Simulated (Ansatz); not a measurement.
## GeBi (built on the sites of a database entry of GeAs): relaxing the cell for a phonon run

Wanted: the relaxed cell of GeBi (built on the sites of a database entry of GeAs).

Method: DFT r2SCAN, scalar-relativistic, plane waves, PAW, in Ansatz 0.2.0.

The structure was built from a prototype and need not be the compound's stable phase.

## Step 1: The structure

It takes space group I4mm (No. 107, tetragonal). The conventional cell has a = 4.107 Å, b = 4.107 Å, c = 6.447 Å, α = 90.00°, β = 90.00°, γ = 90.00°. Nearest to Ge lie 5 Bi at 2.67 to 2.96 Å. Nearest to Bi lie 5 Ge at 2.67 to 2.96 Å. Farther neighbours are not listed.

As a file:

```cif
data_structure
_symmetry_space_group_name_H-M 'P 1'
_symmetry_Int_Tables_number 1
_cell_length_a 4.3384
_cell_length_b 4.3384
_cell_length_c 4.3384
_cell_angle_alpha 123.505
_cell_angle_beta 123.505
_cell_angle_gamma 84.029
_cell_volume 54.36
loop_
_atom_site_label
_atom_site_type_symbol
_atom_site_fract_x
_atom_site_fract_y
_atom_site_fract_z
_atom_site_occupancy
Ge1 Ge 0.00000 0.00000 0.00000 1
Bi2 Bi 0.41400 0.41400 0.00000 1
```

## Step 2: Probe on a coarse mesh

First a cheap look: the gap decides the mesh and the occupations, the pressure tells how far the cell has to move.

Contents of input.yaml:

```yaml
crystal:
  lattice:
    - [-2.05326, 2.05326, 3.22331]
    - [2.05326, -2.05326, 3.22331]
    - [2.05326, 2.05326, -3.22331]
  atoms:
    - { symbol: Ge, position: [0.0, 0.0, 0.0] }
    - { symbol: Bi, position: [0.414, 0.414, 0.0] }
kpoints:
  mp_grid: { grid: [6, 6, 6] }
hamiltonian:
  xc: r2scan
scf:
  occupations: { method: gaussian, width: 0.1 }
output:
  forces: true
  stress: true
  eigenvalues: true
```

The run is started by

```
$ ansatz run input.yaml --threads 8 --pin off --max-ram 14336MiB --backend cpu --events-out ev --progress --plain --runs-dir out
```

Numbers of over 12 decimals in the logs are rounded to 6 here.

Output:

```text
Engine: ansatz 0.2.0, x86_64-unknown-linux-gnu
Pseudopotentials: kind: paw
Pseudopotential: Ge, paw, valence charge 14, recommended cutoff 500 eV (meta_gga), Ge.paw.azcp
Pseudopotential: Bi, paw, valence charge 15, recommended cutoff 500 eV (meta_gga), Bi.paw.azcp
Functional definition: r2SCAN
  parameter k0 = 0.174
  parameter k1 = 0.065
  parameter a1 = 4.9479
  exchange = r2scan_x(k0 = k0, k1 = k1, a1 = a1)
[...]
--- Band table (eV; the first three rows and the last of 30) ---
  k-point 0: bands = [... 11 lower, 5.8756, 9.1238, 9.1238, 9.2978, 13.4189, 13.9960, 13.9960, 16.0751]
  k-point 1: bands = [... 11 lower, 4.3309, 8.2487, 8.3367, 11.6368, 11.8396, 13.4070, 14.0363, 17.1393]
  k-point 2: bands = [... 11 lower, 2.9526, 6.3276, 7.0169, 8.3647, 12.4947, 14.9332, 16.8173, 18.3551]
  k-point 29: bands = [... 11 lower, 1.7828, 6.4111, 7.1880, 7.1880, 13.5956, 17.4919, 17.4919, 18.9599]
[key lines of the parts left out:]
SCF converged after 7 iterations
Free energy (F): -16713.352453 eV
Fermi energy:    9.828190 eV
P = ⅓ Tr σ = 2.1489 GPa (21.489 kbar)
```

The job ended after 1.9 s (8 threads of Intel Xeon Platinum 8559C (Emerald Rapids), shared host; peak memory 0.59 GiB).

Numbers from this step:

| Item | Value |
| --- | --- |
| pressure | 2.149 GPa |
| volume per atom | 27.18 Å³ |
| gap on the k-mesh | 0 eV |

The coarse mesh shows no gap and a pressure of 2.1 GPa.

## Step 3: Rough relaxation

The start is far from rest, so a relaxation with loose tolerances brings it close first.

Edit input.yaml of step 2 so:

```diff
@@ -9,3 +9,3 @@
 kpoints:
-  mp_grid: { grid: [6, 6, 6] }
+  mp_grid: { grid: [8, 8, 8] }
 hamiltonian:
@@ -18 +18,6 @@
   eigenvalues: true
+relax:
+  adjacent_minimum: "off"
+  f_tol: 0.05
+  max_steps: 80
+  cell: { stress_tol: 0.5 }
```

Output:

```text
[...]
Crystal: 2 atoms, lattice volume = 54.356 Å³
Basis set: ecut = 500 eV, 1355 PW (Γ), exchange–correlation on 128×128×128 points (64 copies of the dense FFT grid, shifted against one another)
Bands: 19, of which v1, the nominal top of the filled ones, is band 15 counted from 1 (14 counted from 0)
Symmetry: 8 space group operations
[...]
--- Relaxed structure (3 steps of the walk, 3 accepted, 1 SCFs on fresh bases) ---
  F+E_penalty+E_count = -16713.43401501 eV   max|allowed force component| = 3.985e-2 eV/Å   (the final SCF, on the basis selected at the relaxed cell)
  cell:  # Å, volume = 56.3741 Å³
    - [-2.044940, 2.044940, 3.370222]
    - [2.044940, -2.044940, 3.370222]
    - [2.044940, 2.044940, -3.370222]
  atoms:
    - { symbol: Ge, position: [-0.00128363, -0.00128363, 0] }
    - { symbol: Bi, position: [0.415284, 0.415284, 0] }
[key lines of the parts left out:]
SCF converged after 6 iterations
Free energy (F): -16713.434015 eV
Fermi energy:    9.438073 eV
P = ⅓ Tr σ = -0.0650 GPa (-0.650 kbar)
```

Run time: 5.2 s. Hardware: 8 threads; peak memory 0.74 GiB; 37 s of CPU time.

Step by step:

| step | energy less that of the first step (eV) | largest force component (eV/Å) | pressure (GPa) | volume (Å³) |
| --- | --- | --- | --- | --- |
| 1 | 0.0000 | 0.6594 | 1.99 | 54.36 |
| 2 | -0.0388 | 0.3041 | -0.54 | 56.42 |
| 3 | -0.0486 | 0.0397 | -0.07 | 56.37 |
| 4* | -0.0492 | 0.0399 | -0.07 | 56.37 |

Relaxation steps marked * repeat the geometry before them on a plane-wave basis chosen anew for their cell, so energy and pressure can jump there.

The run keeps the 8 symmetry operations that it works with, so distortions that break them were not tested.

| conventional cell, symmetrised | before | after | change |
| --- | --- | --- | --- |
| a (Å) | 4.107 | 4.090 | -0.4 % |
| b (Å) | 4.107 | 4.090 | -0.4 % |
| c (Å) | 6.447 | 6.740 | +4.6 % |
| volume (Å³/atom) | 27.18 | 28.19 | +3.7 % |

The relaxed structure:

```cif
data_structure
_symmetry_space_group_name_H-M 'P 1'
_symmetry_Int_Tables_number 1
_cell_length_a 4.4409
_cell_length_b 4.4409
_cell_length_c 4.4409
_cell_angle_alpha 125.165
_cell_angle_beta 125.165
_cell_angle_gamma 81.266
_cell_volume 56.37
loop_
_atom_site_label
_atom_site_type_symbol
_atom_site_fract_x
_atom_site_fract_y
_atom_site_fract_z
_atom_site_occupancy
Ge1 Ge 0.99872 0.99872 0.00000 1
Bi2 Bi 0.41528 0.41528 0.00000 1
```

Numbers from this step:

* pressure: -0.06502 GPa
* volume per atom: 28.19 Å³

In this step the volume went from 27.18 to 28.19 Å³/atom.

## Step 4: Relaxation

The cell and atoms are relaxed, since residual forces and stress would shift the frequencies.

Contents of input.yaml:

```yaml
crystal:
  lattice:
    - [-2.0449404353, 2.0449404353, 3.3702220642]
    - [2.0449404353, -2.0449404353, 3.3702220642]
    - [2.0449404353, 2.0449404353, -3.3702220642]
  atoms:
    - { symbol: Ge, position: [-0.001283633, -0.001283633, 0.0] }
    - { symbol: Bi, position: [0.415283633, 0.415283633, 0.0] }
kpoints:
  mp_grid: { grid: [14, 14, 14] }
hamiltonian:
  xc: r2scan
scf:
  occupations: { method: gaussian, width: 0.1 }
output:
  forces: true
  stress: true
  eigenvalues: true
  write_density: true
  write_potential: true
  elf: true
  volumetric_format: npy
relax:
  adjacent_minimum: "off"
  f_tol: 0.005
  max_steps: 80
  cell: { stress_tol: 0.05 }
```

Output:

```text
[...]
Crystal: 2 atoms, lattice volume = 56.374 Å³
Basis set: ecut = 500 eV, 1437 PW (Γ), exchange–correlation on 144×144×144 points (64 copies of the dense FFT grid, shifted against one another)
Bands: 19, of which v1, the nominal top of the filled ones, is band 15 counted from 1 (14 counted from 0)
[... 1 set-up line as in the run before ...]
[...]
k-points: 244 of 2744 (time reversal used)
[...]
SCF iter   1: F=—  HF=-16713.435142 eV  |F-HF|=—  |Δ(HF+E_count)|=         —  Δρ=4.66e-3  dr2=4.77e-3  dr2_τ=1.21e-3  ethr=1.77e-3  ⟨swp⟩=6.0  Hψ=23859  notcnv=0
[...]
SCF iter   7: F=-16713.444946 eV  HF=-16713.444946 eV  |F-HF|=4.49e-9  |Δ(HF+E_count)|=   2.06e-8  Δρ=3.36e-6  dr2=7.74e-9  dr2_τ=1.35e-10  ethr=3.45e-10  ⟨swp⟩=11.1  Hψ=37592  notcnv=0
SCF 1 converged in 7 iterations: F = -16713.444946 eV  dr2 = 7.74e-9
[...]
relax step   1: F+E_penalty+E_count = -16713.44494612 eV  Δ(F+E_penalty+E_count) = +0.000e0 eV  max|allowed force component| = 5.925e-2 eV/Å  Δτ_max = 0.0000 Å  P = -0.161 GPa  Ω = 56.374 Å³  (7 SCF iters, dr2 threshold 1.00e-7 eV, accepted)
Crystal: 2 atoms, lattice volume = 56.047 Å³
Basis set: ecut = 500 eV, 1421 PW (Γ), exchange–correlation on 144×144×144 points (64 copies of the dense FFT grid, shifted against one another)
[...]
SCF iter   6: F=-16713.446187 eV  HF=-16713.446187 eV  |F-HF|=2.45e-9  |Δ(HF+E_count)|=   1.71e-7  Δρ=9.52e-6  dr2=8.65e-8  dr2_τ=6.28e-10  ethr=6.90e-10  ⟨swp⟩=8.2  Hψ=33629  notcnv=0
SCF 2 converged in 6 iterations: F = -16713.446187 eV  dr2 = 8.65e-8
relax step   2: F+E_penalty+E_count = -16713.44618706 eV  Δ(F+E_penalty+E_count) = -1.241e-3 eV  max|allowed force component| = 6.147e-2 eV/Å  Δτ_max = 0.0008 Å  P = +0.052 GPa  Ω = 56.047 Å³  energy of the carried Pulay correction = +7.218e-5 eV  (6 SCF iters, dr2 threshold 2.00e-7 eV, accepted)
Crystal: 2 atoms, lattice volume = 56.007 Å³
[...]
SCF iter   5: F=-16713.446503 eV  HF=-16713.446503 eV  |F-HF|=8.53e-9  |Δ(HF+E_count)|=   1.23e-7  Δρ=1.09e-5  dr2=7.05e-8  dr2_τ=4.96e-10  ethr=6.90e-10  ⟨swp⟩=10.8  Hψ=35455  notcnv=0
SCF 3 converged in 5 iterations: F = -16713.446503 eV  dr2 = 7.05e-8
relax step   3: F+E_penalty+E_count = -16713.44650251 eV  Δ(F+E_penalty+E_count) = -3.154e-4 eV  max|allowed force component| = 9.699e-3 eV/Å  Δτ_max = 0.0071 Å  P = -0.022 GPa  Ω = 56.007 Å³  energy of the carried Pulay correction = +8.082e-5 eV  (5 SCF iters, dr2 threshold 2.00e-7 eV, accepted)
[...]
relax step   4: F+E_penalty+E_count = -16713.44651669 eV  Δ(F+E_penalty+E_count) = -1.418e-5 eV  max|allowed force component| = 2.625e-4 eV/Å  Δτ_max = 0.0018 Å  P = +0.003 GPa  Ω = 56.017 Å³  energy of the carried Pulay correction = +7.861e-5 eV  (6 SCF iters, dr2 threshold 5.88e-9 eV, accepted)
[...]
SCF iter   5: F=-16713.446442 eV  HF=-16713.446442 eV  |F-HF|=2.18e-11  |Δ(HF+E_count)|=  1.82e-11  Δρ=8.35e-8  dr2=6.76e-12  dr2_τ=1.18e-13  ethr=1.00e-12  ⟨swp⟩=7.1  Hψ=24418  notcnv=0
SCF 5 converged in 5 iterations: F = -16713.446442 eV  dr2 = 6.76e-12
relax step   5: F+E_penalty+E_count = -16713.44644207 eV  Δ(F+E_penalty+E_count) = +7.462e-5 eV  max|allowed force component| = 2.669e-4 eV/Å  Δτ_max = 0.0000 Å  P = +0.002 GPa  Ω = 56.017 Å³  stress off target by 5.74e-3 GPa  SCF on the basis re-selected at this cell (its energy is not comparable with the rows above)  (5 SCF iters)
basis re-selected at this cell: Δ(F+E_penalty+E_count) = +7.462e-5 eV, ΔP = -0.001 GPa vs the last step (what re-selecting the basis moved, of the pressure what is left beyond the Pulay correction that the steps carried, after the strain that the cell walked since its last selection, with what the two solves' SCF thresholds leave and, on support functions, any second-order correction that the steps lacked; it is no m [...]
SCF converged after 5 iterations
Free energy (F): -16713.446442 eV
[...]
Internal energy: -16713.442611 eV  (E = F + TS)
E sigma→0 (E₀):  -16713.444526 eV
Entropy (-TS):   -0.003831 eV (-1.916 meV/atom)
Fermi energy:    9.463653 eV
[...]
--- Forces (eV/Å), atoms counted from 1 ---
  atom   1  Ge     0.00000000    -0.00000000     0.00026697
  atom   2  Bi    -0.00000000     0.00000000    -0.00026684
  max |Σ_I F_I| component: 1.30e-7 eV/Å
--- Stress (GPa, compression-positive) ---
        0.005168      -0.000000       0.000000
       -0.000000       0.005168      -0.000000
        0.000000      -0.000000      -0.005744
  P = ⅓ Tr σ = 0.0015 GPa (0.015 kbar)
--- Band table (eV; the first three rows and the last of 244) ---
  k-point 0: bands = [... 11 lower, 5.2625, 8.5448, 8.5448, 9.1741, 12.2192, 13.8579, 13.8579, 15.5122]
  k-point 1: bands = [... 11 lower, 4.8169, 8.3451, 8.9558, 9.2030, 12.3364, 13.4244, 13.7169, 15.8441]
  k-point 2: bands = [... 11 lower, 3.9959, 7.8557, 8.4410, 10.5798, 12.0605, 12.7140, 13.3513, 16.3459]
  k-point 243: bands = [... 11 lower, 1.7117, 6.0491, 6.9334, 6.9334, 13.3123, 16.9327, 16.9327, 17.7524]
--- Relaxed structure (4 steps of the walk, 4 accepted, 1 SCFs on fresh bases) ---
[...]
cell:  # Å, volume = 56.0174 Å³
    - [-2.049223, 2.049223, 3.334916]
    - [2.049223, -2.049223, 3.334916]
    - [2.049223, 2.049223, -3.334916]
  atoms:
    - { symbol: Ge, position: [-0.00218914, -0.00218914, 0] }
    - { symbol: Bi, position: [0.416189, 0.416189, 0] }
```

Wall time 22 s (8 threads); peak memory 0.98 GiB.

Step by step:

| step | energy less that of the first step (eV) | largest force component (eV/Å) | pressure (GPa) | volume (Å³) |
| --- | --- | --- | --- | --- |
| 1 | 0.0000 | 0.0592 | -0.16 | 56.37 |
| 2 | -0.0012 | 0.0615 | 0.05 | 56.05 |
| 3 | -0.0016 | 0.0097 | -0.02 | 56.01 |
| 4 | -0.0016 | 0.0003 | 0.00 | 56.02 |
| 5* | -0.0015 | 0.0003 | 0.00 | 56.02 |

Relaxation steps marked * repeat the geometry before them on a plane-wave basis chosen anew for their cell, so energy and pressure can jump there.

Forces are held to the 8 operations that the run works with; a distortion that breaks them can't arise in this run.

| conventional cell, symmetrised | before | after | change |
| --- | --- | --- | --- |
| a (Å) | 4.090 | 4.098 | +0.2 % |
| b (Å) | 4.090 | 4.098 | +0.2 % |
| c (Å) | 6.740 | 6.670 | -1.0 % |
| volume (Å³/atom) | 28.19 | 28.01 | -0.6 % |

The relaxed structure:

```
Ge Bi
1.0
    -2.04922    2.04922    3.33492
     2.04922   -2.04922    3.33492
     2.04922    2.04922   -3.33492
Ge Bi
1 1
Direct
  0.99781 0.99781 0.00000
  0.41619 0.41619 0.00000
```

This step gave:

```
pressure        : 0.001531 GPa
volume per atom : 28.01 Å³
```

Electrostatic potential energy in the ac plane of the conventional cell at fractional y = 0.000, with atoms of Ge and Bi within 0.2 Å of it. With pseudopotentials it is smooth inside the atoms' cores, unlike the true potential.

Values in eV, 22 rows by 14 columns, each cell a mean:
```
-35 -28 -17  -1   8  11  12  12  12  10   5  -9 -23 -32
-24 -20  -9   4  10  12  12  12  12  11   8  -1 -15 -22
 -9  -5   3   9  11  12  12  12  12  12  10   6  -1  -8
  5   7   9  11  12  12  12  12  12  12  12  10   8   6
 11  11  12  12  13  13  13  13  13  13  13  12  12  11
 12  12  13  13  13  13  13  13  13  13  13  13  13  12
 12  12  12  13  13  13  13  13  13  13  13  13  12  12
 10  10  11  12  13  13  13  13  13  13  12  12  11  10
  4   6   8  10  12  12  13  13  13  12  11   9   7   5
-13  -7   1   7  10  12  12  13  12  11   9   4  -3 -10
-53 -38 -15   1   8  11  12  12  12  10   5  -5 -25 -47
-75 -71 -39  -8   5  10  12  12  11   8   1 -20 -57 -75
-75 -75 -50 -12   4  10  12  12  11   8  -1 -27 -67 -75
-75 -71 -41  -9   5  10  12  12  11   8   0 -21 -59 -74
-59 -45 -19  -1   7  11  12  12  12   9   4  -8 -31 -54
-18 -11  -1   6  10  12  13  13  12  11   8   3  -6 -15
  3   4   7  10  11  12  13  13  13  12  11   9   6   3
  7   8   9  11  12  13  13  13  13  12  12  10   8   7
 -1   2   7  10  12  13  13  13  13  12  11   8   5   1
-17 -13  -2   6  10  12  13  13  13  11   9   3  -8 -16
-29 -24 -14   1   9  12  12  13  12  11   6  -5 -20 -27
-38 -30 -19  -3   8  11  12  12  12  10   4 -11 -24 -34
```
Columns run along a (4.1 Å; values clipped at the 3rd and 97th percentile), rows up along c (6.7 Å), edges of the conventional cell, whose origin can differ from the input's. Atoms in or near the plane, at fractional coordinates: Ge at (0.00, 0.00), Bi at (0.00, 0.42).

Valence density in the ac plane of the conventional cell at fractional y = 0.000, with atoms of Ge and Bi within 0.2 Å of it. It is the smooth field of the valence electrons, not physical close to the nuclei.

Values in e/Å³, 22 rows by 14 columns, each cell a mean:
```
28  9  2  0  0  0  0  0  0  0  0  1  3 18
 5  2  1  0  0  0  0  0  0  0  0  0  1  3
 1  1  0  0  0  0  0  0  0  0  0  0  0  1
 0  0  0  0  0  0  0  0  0  0  0  0  0  0
 0  0  0  0  0  0  0  0  0  0  0  0  0  0
 0  0  0  0  0  0  0  0  0  0  0  0  0  0
 0  0  0  0  0  0  0  0  0  0  0  0  0  0
 0  0  0  0  0  0  0  0  0  0  0  0  0  0
 0  0  0  0  0  0  0  0  0  0  0  0  0  0
 1  1  0  0  0  0  0  0  0  0  0  0  1  1
 3  2  1  0  0  0  0  0  0  0  0  1  2  3
 6  5  2  1  0  0  0  0  0  0  0  1  4  6
 8  6  3  1  0  0  0  0  0  0  0  2  5  7
 7  5  3  1  0  0  0  0  0  0  0  1  4  6
 4  3  1  0  0  0  0  0  0  0  0  1  2  3
 1  1  1  0  0  0  0  0  0  0  0  0  1  1
 0  0  0  0  0  0  0  0  0  0  0  0  0  0
 0  0  0  0  0  0  0  0  0  0  0  0  0  0
 0  0  0  0  0  0  0  0  0  0  0  0  0  0
 2  1  0  0  0  0  0  0  0  0  0  0  1  1
12  4  1  0  0  0  0  0  0  0  0  1  2  8
43 13  2  0  0  0  0  0  0  0  0  1  5 27
```
Columns run along a (4.1 Å), rows up along c (6.7 Å), edges of the conventional cell, whose origin can differ from the input's. Atoms in or near the plane, at fractional coordinates: Ge at (0.00, 0.00), Bi at (0.00, 0.42).

ELF in the ac plane of the conventional cell at fractional y = 0.000, with atoms of Ge and Bi within 0.2 Å of it. It is the smooth field of the valence electrons, not physical close to the nuclei.

Ten even steps from '0' (0.03) to '9' (0.64), each cell a mean:
```
01467411257630
24676311257753
67775210147876
88763100024788
65431000002356
11100000000011
11100000000011
55321000001345
77653100024567
77764200135677
45665311246665
12565311246641
21465311246631
12565310245641
34665210145654
66654200135666
77753100024677
99863100024799
88864100025788
45665200135654
02565310146531
10466311256520
```
Columns run along a (4.1 Å), rows up along c (6.7 Å), edges of the conventional cell, whose origin can differ from the input's. Atoms in or near the plane, at fractional coordinates: Ge at (0.00, 0.00), Bi at (0.00, 0.42).

In this step the volume went from 28.19 to 28.01 Å³/atom.

## Step 5: Relaxing to small forces for the phonons

Phonons need a cell at rest on their own settings, so the relaxation is repeated with tight tolerances on forces and stress on the k mesh and occupations of the first response run.

Contents of input.yaml:

```yaml
crystal:
  lattice:
    - [-2.0492228457, 2.0492228457, 3.3349162592]
    - [2.0492228457, -2.0492228457, 3.3349162592]
    - [2.0492228457, 2.0492228457, -3.3349162592]
  atoms:
    - { symbol: Ge, position: [-0.002189138, -0.002189138, 0.0] }
    - { symbol: Bi, position: [0.416189138, 0.416189138, 0.0] }
kpoints:
  mp_grid: { grid: [16, 16, 16] }
hamiltonian:
  xc: r2scan
scf:
  occupations: { method: methfessel_paxton, width: 0.2 }
output:
  forces: true
  stress: true
  eigenvalues: true
relax:
  adjacent_minimum: "off"
  f_tol: 0.001
  max_steps: 60
  cell: { stress_tol: 0.01 }
```

Output:

```text
[...]
Crystal: 2 atoms, lattice volume = 56.017 Å³
Basis set: ecut = 500 eV, 1421 PW (Γ), exchange–correlation on 144×144×144 points (64 copies of the dense FFT grid, shifted against one another)
Bands: 19, of which v1, the nominal top of the filled ones, is band 15 counted from 1 (14 counted from 0)
[... 1 set-up line as in the run before ...]
[...]
k-point 348: bands = [... 11 lower, 1.7098, 6.0580, 6.9367, 6.9367, 13.3151, 16.9373, 16.9373, 17.7494]
--- Relaxed structure (3 steps of the walk, 3 accepted, 1 SCFs on fresh bases) ---
[...]
cell:  # Å, volume = 56.0137 Å³
    - [-2.048625, 2.048625, 3.336639]
    - [2.048625, -2.048625, 3.336639]
    - [2.048625, 2.048625, -3.336639]
  atoms:
    - { symbol: Ge, position: [-0.00207298, -0.00207298, 0] }
    - { symbol: Bi, position: [0.416073, 0.416073, 0] }
[key lines of the parts left out:]
SCF converged after 5 iterations
Free energy (F): -16713.444511 eV
Fermi energy:    9.469036 eV
P = ⅓ Tr σ = 0.0017 GPa (0.017 kbar)
```

The job ended after 22 s (8 threads; peak memory 1.1 GiB).

Little changed from the start: no atom moved by 0.005 Å and no cell edge by 0.1 %.

Numbers from this step:

```
pressure : 0.001699 GPa
```

The largest force component left is 0.16 meV/Å and the pressure is 0.002 GPa, within the tolerances set. The cell now holds 28.01 Å³/atom.

## Step 6: Summary of results

| Quantity | Value |
| --- | --- |
| space group after relaxation (within 0.01 Å) | I4mm |
| lattice constant a | 4.097 Å |
| lattice constant b | 4.097 Å |
| lattice constant c | 6.673 Å |
| volume per atom | 28.0 Å³ |

What this shows: The largest force component left is 0.16 meV/Å and the pressure is 0.002 GPa, within the tolerances set. The cell now holds 28.01 Å³/atom. The relaxation keeps the symmetry of its start, so it says nothing on stability against lower symmetry. The runs are without spin polarisation, although the cell has an odd electron count. Spin-orbit coupling is left out, which can matter for the heavy elements here. The starting cell was built on a prototype and not taken from a measurement, so the phase need not exist.

[Logs are printed without paths, hosts, clocks, repeated set-up lines and the standing remarks that a program may print on its own settings, such as how far it seeks lower states.]

[Hosts, paths, dates, database ids (printed as entryN), source tags and the programs' standing remarks are cut or masked in the printed files.]
